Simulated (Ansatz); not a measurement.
# A thicker film of CeO2 (111) from two thinner ones

In a field along its normal an insulating film takes a dipole p. Written as a length, p/(ε₀AE), it should grow by 1 − 1/ε for each ångström added.

**Method.** Ansatz 0.2.0, plane waves with PAW datasets (its set soft_2), PBEsol; fluorite films relaxed at a bulk in-plane lattice constant near the measured one, then held in weak fields of both signs with a dipole correction (A is the cell's area, E the outer field).

| run | distance between the outer atoms (Å) | p/(ε₀AE) (Å) |
| --- | --- | --- |
| 2 units | 4.553 | 5.514 |
| 3 units | 7.666 | 8.229 |
| 5 units | 13.884 | ? |

**Question.** What value belongs in the row marked “?”, and how far can the other rows tell?

Two rows fix a line: slope = (8.229 − 5.514) / (7.666 − 4.553) = 0.8721, intercept 1.5434. That slope means ε = 1/(1 − 0.8721) = 7.82. At 13.884 it gives 0.8721 × 13.884 + 1.5434 = 13.652 Å, beyond the rows fitted. Rounding of the rows alone allows about ±0.005 Å there; two rows can't show whether the line holds.

The run itself gives 13.651 Å: a miss of −0.001 Å, or 0.0 % of the value. The length is met to within 1 %, though ε is more sensitive than the length: the two thickest films give ε = 7.81.

Caveats: This is the electronic response alone. A unit is one step of the cut along the normal (a plane, a pair of planes or a cell), and the layers relax along it, away from their bulk spacing where the functional's lattice constant differs from the one held.
